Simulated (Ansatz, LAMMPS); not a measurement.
# Squeezing and shearing amorphous 65GeO2-35La2O3 (mol %) (96 atoms): runs compared

How stiff is amorphous 65GeO2-35La2O3 (mol %) (96 atoms), and how do its levels respond to strain?

Computed with Ansatz 0.2.0: Kohn-Sham DFT, PBE, PAW (set soft_2), plane waves.

### Step 1. The cell as built

The cell holds 96 atoms: 17 Ge, 18 La and 61 O. Cell: a = 11.671 Å, b = 11.671 Å, c = 11.671 Å, α = 90.0°, β = 90.0°, γ = 90.0°. 96 atoms (17 Ge, 18 Nd, 61 O) placed at random at 5.25 g/cm³, melted at 5000 K for 10 ps at fixed volume with the Morse and Coulomb pair potential with partial charges (Pedone, Malavasi, Menziani, Cormack and Segre, J. Phys. Chem. B 110, 11780 (2006)). Quenched from 5000 K to 300 K at 20 K/ps and fixed volume, held 10 ps at zero pressure, then minimised at fixed cell. Then Nd was replaced by La and the cell scaled by 1.016 (the potential has no terms for the new elements, so the cell is a start for a DFT relaxation).

Limits known from the start: The quench rate of 20 K/ps is orders of magnitude faster than experiment, which tends to freeze in extra defects. The starting topology of bonds comes from the classical model, and needn't be the one that DFT or experiment would give. Only the Γ point is sampled. The levels lack spin–orbit coupling, which is large for the heavy elements here.

### Step 2. The reference run

The reference is a single point at the end of the relaxation.

Every strained cell starts from the geometry of this run, and its atoms are relaxed with the cell held.

Its input, with most atom lines left out:

```yaml
crystal:
  lattice:
    - [11.20916, 0.33826, -0.03246]
    - [0.33826, 12.21064, -0.11022]
    - [-0.03246, -0.11022, 11.57802]
  atoms:
    - { symbol: Ge, position: [0.6295, 0.99489, 0.88145] }
    - { symbol: Ge, position: [0.68524, 0.07124, 0.6364] }
    - { symbol: Ge, position: [0.85697, 0.53406, 0.83801] }
    - { symbol: Ge, position: [0.89669, 0.31878, 0.42502] }
    - { symbol: Ge, position: [0.89782, 0.09521, 0.26388] }
    - { symbol: Ge, position: [0.36086, 0.06009, 0.00043] }
    - { symbol: Ge, position: [0.17291, 0.40752, 0.03365] }
    [... atom lines 8 to 96 left out ...]
kpoints:
  mp_grid: { grid: [1, 1, 1] }
hamiltonian:
  xc: pbe
scf:
  occupations: { method: gaussian, width: 0.05 }
output:
  forces: true
  stress: true
  populations: true
  dos:
    method: { smearing: { sigma: 0.15 } }
    de: 0.1
    projected: { site_lists: { Ge: [Ge], La: [La], O: [O] } }
  eigenvalues: true
  write_density: true
  write_potential: true
  volumetric_format: npy
```

```
free energy per atom   : -2293.9355 eV/atom
r.m.s. force component : 0.00826 eV/Å
pressure               : -0.0005215 GPa
```

Filled and empty levels are parted by 2.96 eV (at Γ alone); a semilocal functional tends to put such gaps too low. In a disordered cell it changes from sample to sample, and tail or defect levels can set it.

### Step 3. The runs

Each row is one run, on 4 threads of Intel Xeon Platinum 8488C (Sapphire Rapids), shared host. The free energy is the program's total, comparable only between runs with the same functional, potentials and atoms.

| run | atoms | outcome | ionic steps, all passes | free energy (eV) | time | host memory (GiB) |
| --- | --- | --- | --- | --- | --- | --- |
| Single point at the start | 96 | converged | - | -220211.363 | 15 s | 2.5 |
| Cell and atoms relaxed | 96 | converged | 32 | -220217.810 | 8 min | 2.6 |
| Single point at the relaxed geometry | 96 | converged | - | -220217.810 | 23 s | 2.5 |
| Volume -3 % | 96 | converged | 7 | -220217.537 | 2 min | 2.4 |
| Volume +3 % | 96 | converged | 7 | -220217.577 | 2.1 min | 2.6 |
| Volume -6 % | 96 | converged | 8 | -220216.654 | 2.3 min | 2.4 |
| Volume +6 % | 96 | converged | 7 | -220216.938 | 2.1 min | 2.6 |
| Volume -10 % | 96 | converged | 16 | -220214.634 | 3.9 min | 2.3 |
| Stretched by 1 % along x | 96 | converged | 5 | -220217.762 | 84 s | 2.5 |
| Compressed by 1 % along x | 96 | converged | 5 | -220217.766 | 80 s | 2.5 |
| Sheared by 2 % in xy | 96 | converged | 5 | -220217.768 | 84 s | 2.5 |

In some runs the program notes that the SCF threshold is loose for the stress.

### Step 4. Pressure against volume

Atoms are relaxed at each volume, in the scaled cell.

| volume change (%) | volume (Å³/atom) | energy change (meV/atom) | pressure (GPa) | largest move on relaxing (Å) | bonds | gap (eV) |
| --- | --- | --- | --- | --- | --- | --- |
| -10 | 14.843 | 33.08 | 6.40 | 0.79 | 203 | 2.90 |
| -6 | 15.502 | 12.04 | 3.98 | 0.43 | 197 | 2.98 |
| -3 | 15.997 | 2.84 | 1.92 | 0.14 | 194 | 2.97 |
| +0 | 16.492 | 0.00 | 0.00 | - | 192 | 2.96 |
| +3 | 16.987 | 2.42 | -1.53 | 0.15 | 190 | 2.97 |
| +6 | 17.481 | 9.08 | -2.74 | 0.30 | 189 | 2.98 |

### Step 5. Uniaxial strain and shear

Stress (GPa, compression positive) less that of the relaxed cell, atoms relaxed:

| strain | xx | yy | zz | xy | energy change (meV/atom) |
| --- | --- | --- | --- | --- | --- |
| stretched by 1 % along x | -0.932 | -0.410 | -0.367 | 0.043 | 0.50 |
| compressed by 1 % along x | 1.032 | 0.483 | 0.438 | -0.014 | 0.45 |
| sheared by 2 % in xy | 0.074 | 0.165 | 0.086 | -0.476 | 0.43 |

### Step 6. Findings

The bulk modulus, from the slope of pressure against ln V over the three points nearest the relaxed volume, is 57.5 GPa; between neighbouring points the slope runs 56, 66, 63, 52 and 42 GPa from the smallest volume up, without a steady fall, so no pressure derivative is given. The count of bonds runs from 189 to 203 over the series, so at some points contacts cross the cutoffs. At -10 % some atom moved by over 0.5 Å on relaxing, so that point may sit in another local minimum. The gap goes from 2.90 eV at the smallest volume to 2.98 eV at the largest, not monotonically (lowest 2.90, highest 2.98 eV), on the run's k-points. In the Cartesian axes of the cell, finite differences give C11 = 98.2, C12 = 44.7, C13 = 40.2 and C66 = 23.8 GPa (the shear of 2 % is the engineering strain, εxy = 0.01). The mean of C11, C12 and C13, which equals the bulk modulus in a cubic or isotropic solid, is 61.0 GPa: it agrees with the bulk modulus within 10 %. For an isotropic solid C66 would equal (C11 − C12)/2 = 26.8 GPa; so small a sample needn't be isotropic, and C66 rests on one shear. With the bulk modulus and C66 as K and G, Young's modulus would be about 63 GPa and Poisson's ratio 0.32.

Caveats: Strains are finite and relaxations stop at the force tolerance of the input, which can leave moduli too stiff; they are those of a static cell at zero temperature. Volumes are changed with the cell's shape held, so in an anisotropic solid the modulus lies over the one under free hydrostatic load. The program notes that the SCF threshold of the relaxations is loose for the stress.

The DFT runs together took 25 min of wall time.

[Logs are printed without paths, hosts, clocks, repeated set-up lines and the standing remarks that a program may print on its own settings, such as how far it seeks lower states.]

[Hosts, paths, dates, database ids (printed as entryN), source tags and the programs' standing remarks are cut or masked in the printed files.]
